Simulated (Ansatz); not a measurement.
# FeSi2 (Linzhiite, P4/mmm): modes against uniaxial strain along c, part 2 of 2

Aim: how do the optical modes of FeSi2 (Linzhiite, P4/mmm) shift and split under this strain?

Ansatz 0.2.0; DFT PBEsol, scalar-relativistic, plane waves, PAW; PAW set soft_1.

So far, highest optical mode at the zone centre (no LO-TO term) (cm⁻¹): step 4 (zone-centre response at rest) 560; step 6 (strain 4 %) 494.

### Step 7. Relaxation of a member: uniaxial strain of -4 % along c (continued)

The steps of the relaxation:

| step | energy less that of the first step (eV) | largest force component (eV/Å) | pressure (GPa) | volume (Å³) |
| --- | --- | --- | --- | --- |
| 1 | 0.0000 | 0.0566 | 7.52 | 35.63 |
| 2 | -0.0008 | 0.0080 | 6.78 | 35.77 |
| 3 | -0.0008 | 0.0005 | 6.44 | 35.83 |
| 4* | -0.0009 | 0.0005 | 6.44 | 35.83 |

Relaxation steps marked * repeat the geometry before them on a plane-wave basis chosen anew for their cell, so energy and pressure can jump there.

The run keeps the 16 symmetry operations that it works with, so distortions that break them were not tested.

| conventional cell, symmetrised | before | after | change |
| --- | --- | --- | --- |
| a (Å) | 2.696 | 2.703 | +0.3 % |
| b (Å) | 2.696 | 2.703 | +0.3 % |
| c (Å) | 4.903 | 4.903 | -0.0 % |
| volume (Å³/atom) | 11.88 | 11.94 | +0.6 % |

Final coordinates:

```xyz
3
Lattice="2.7034 0.0000 0.0000 0.0000 2.7034 0.0000 0.0000 0.0000 4.9027" Properties=species:S:1:pos:R:3 pbc="T T T"
Si    1.3517    1.3517    1.3248
Si    1.3517    1.3517    3.5779
Fe    0.0000    0.0000    0.0000
```

Numbers from this step:

| Property | Result |
| --- | --- |
| pressure | 6.437 GPa |
| volume per atom | 11.94 Å³ |

The largest force component left is 0.47 meV/Å.

### Step 8. Zone-centre modes of the member: uniaxial strain of -4 % along c

The zone-centre modes follow for uniaxial strain of -4 % along c.

File input.yaml:

```yaml
crystal:
  lattice:
    - [2.7034124144, 0.0, 0.0]
    - [0.0, 2.7034124144, 0.0]
    - [0.0, 0.0, 4.9026718429]
  atoms:
    - { symbol: Si, position: [0.5, 0.5, 0.2702157601] }
    - { symbol: Si, position: [0.5, 0.5, 0.7297842399] }
    - { symbol: Fe, position: [0.0, 0.0, 0.0] }
kpoints:
  mp_grid: { grid: [16, 16, 8] }
hamiltonian:
  xc: pbesol
  pseudopotentials: { kind: paw, azcp: { folder: soft_1 }, xc_functional: pbe }
scf:
  occupations: { method: methfessel_paxton, width: 0.2 }
output:
  eigenvalues: true
phonons:
  method: dfpt
```

Started as:

```console
ansatz run input.yaml --threads 4 --pin off --max-ram 10240MiB --backend cpu --events-out ev --progress --plain --runs-dir out
```

The job ended after 23 s (4 threads of Arm Neoverse V2, shared host; peak memory 0.96 GiB).

Numbers from this step:

- sum-rule residual before enforcement: 1.10e-4 eV/Å²
- highest optical mode at the zone centre (no LO-TO term): 631.7 cm⁻¹
- lowest optical zone-centre mode: 230.1 cm⁻¹

Patterns of degenerate modes are one choice out of their space. The modes at Γ (shares of kinetic energy by element, %):

| mode | frequency (cm⁻¹) | symmetry | Si % | Fe % |
| --- | --- | --- | --- | --- |
| 1 | 0.0 | acoustic | 50 | 50 |
| 2 | 0.0 | acoustic | 50 | 50 |
| 3 | 0.0 | acoustic | 50 | 50 |
| 4 | 230.1 | Eg | 100 | 0 |
| 5 | 230.1 | Eg | 100 | 0 |
| 6 | 313.8 | Eu | 50 | 50 |
| 7 | 313.8 | Eu | 50 | 50 |
| 8 | 391.2 | A2u | 50 | 50 |
| 9 | 631.7 | A1g | 100 | 0 |

The lowest optical mode is real, 230 cm⁻¹, and the highest lies at 631.7 cm⁻¹.

For the highest optical mode at the zone centre (no LO-TO term), step 4 gave 560 cm⁻¹; this run, with strain -4 %, gives 632 cm⁻¹ (+13 %).

### Step 9. The series together

The members are set side by side, also those not shown above.

Stress is positive in compression; energies are extrapolated to zero smearing, and E0 is that at rest; the edges not held and the atoms are relaxed in each cell; all runs use 16×16×8 k points and Methfessel-Paxton smearing of 0.2 eV. State of the crystal along the series:

| strain (%) | stress along the axis (GPa) | free strain along a (%) | free strain along b (%) | E - E0 (meV/atom) |
| --- | --- | --- | --- | --- |
| -4 | 19.29 | 1.031 | 1.031 | 28.75 |
| -3 | 14.15 | 0.7506 | 0.7506 | 15.84 |
| -2 | 9.208 | 0.4873 | 0.4873 | 6.865 |
| -1 | 4.487 | 0.2369 | 0.2369 | 1.656 |
| 0 | -0.001931 | 0 | 0 | 0 |
| 1 | -4.259 | -0.2249 | -0.2249 | 1.667 |
| 2 | -8.295 | -0.4361 | -0.4361 | 6.453 |
| 3 | -12.12 | -0.6337 | -0.6337 | 14.17 |
| 4 | -15.73 | -0.8185 | -0.8185 | 24.64 |

Optical modes are counted from below at rest and tracked from member to member by their patterns, and modes that stay within 0.3 cm⁻¹ of each other stand once; labels, where given, are those at rest; the edges not held and the atoms are relaxed in each cell; all runs use 16×16×8 k points and Methfessel-Paxton smearing of 0.2 eV. Optical modes along the series:

| strain (%) | optical mode 1 Eg (cm⁻¹) | optical mode 2 Eu (cm⁻¹) | optical mode 3 A2u (cm⁻¹) | optical mode 4 A1g (cm⁻¹) |
| --- | --- | --- | --- | --- |
| -4 | 230.1 | 313.8 | 391.2 | 631.7 |
| -3 | 230.2 | 308.1 | 384.7 | 613.1 |
| -2 | 229.8 | 302.3 | 377.6 | 595.1 |
| -1 | 229.1 | 296.4 | 370.1 | 577.6 |
| 0 | 228 | 290.5 | 362.2 | 560.4 |
| 1 | 226.7 | 284.5 | 354.1 | 543.4 |
| 2 | 225.2 | 278.6 | 345.7 | 526.7 |
| 3 | 223.5 | 272.6 | 337 | 510.1 |
| 4 | 221.7 | 266.8 | 328.1 | 493.8 |

Value and slope at zero strain of a cubic (a lower polynomial where under five rows exist) through the rows within 2 % of rest. Slopes at rest:

| mode | frequency (cm⁻¹) | shift per percent of strain (cm⁻¹) | shift per GPa of compressive stress (cm⁻¹) |
| --- | --- | --- | --- |
| optical mode 1 Eg | 228 | -1.21 | 0.28 |
| optical mode 2 Eu | 290.5 | -5.95 | 1.36 |
| optical mode 3 A2u | 362.2 | -8.02 | 1.83 |
| optical mode 4 A1g | 560.4 | -17.06 | 3.9 |

### Step 10. What came out

```
members                                                          : 9
highest optical mode at the zone centre (no LO-TO term), at rest : 560.4 cm⁻¹
Young’s modulus along c                                          : 437 GPa
optical mode 1 Eg, shift per percent                             : -1.21 cm⁻¹
optical mode 2 Eu, shift per percent                             : -5.95 cm⁻¹
optical mode 3 A2u, shift per percent                            : -8.02 cm⁻¹
optical mode 4 A1g, shift per percent                            : -17.06 cm⁻¹
```

In words: The stress changes by 4.37 GPa for each percent, a Young’s modulus of 437 GPa along c. For each percent the free edge responds with -0.23 %. Within 2 % of rest optical mode 1 Eg bends away from a straight line, so a single slope holds only near rest. The fastest shift in the table of slopes is -17.1 cm⁻¹ for each percent (optical mode 4 A1g), or 3.9 cm⁻¹ for each GPa of compressive stress. For small strain, the measured shift of a line that Raman or infrared light can see, divided by its slope, estimates the stress, if the state of stress is of this kind. These are harmonic frequencies at zero temperature: anharmonic shifts, linewidths and thermal expansion are left out. With no gap, or one that is small against the smearing, the frequencies hang on the k mesh and the smearing, most of all near Kohn anomalies. The runs are without spin polarisation, although Fe often carries a moment. The PAW files were made for PBE; the program adapts parts of them to the functional of the run, but their partial waves stay those of PBE, an approximation that was not tested in this session. Only the zone centre was solved, so an instability at another wavevector cannot show here.

[Logs are printed without paths, hosts, clocks, repeated set-up lines and the standing remarks that a program may print on its own settings, such as how far it seeks lower states.]

[Hosts, paths, dates, database ids (printed as entryN), source tags and the programs' standing remarks are cut or masked in the printed files.]
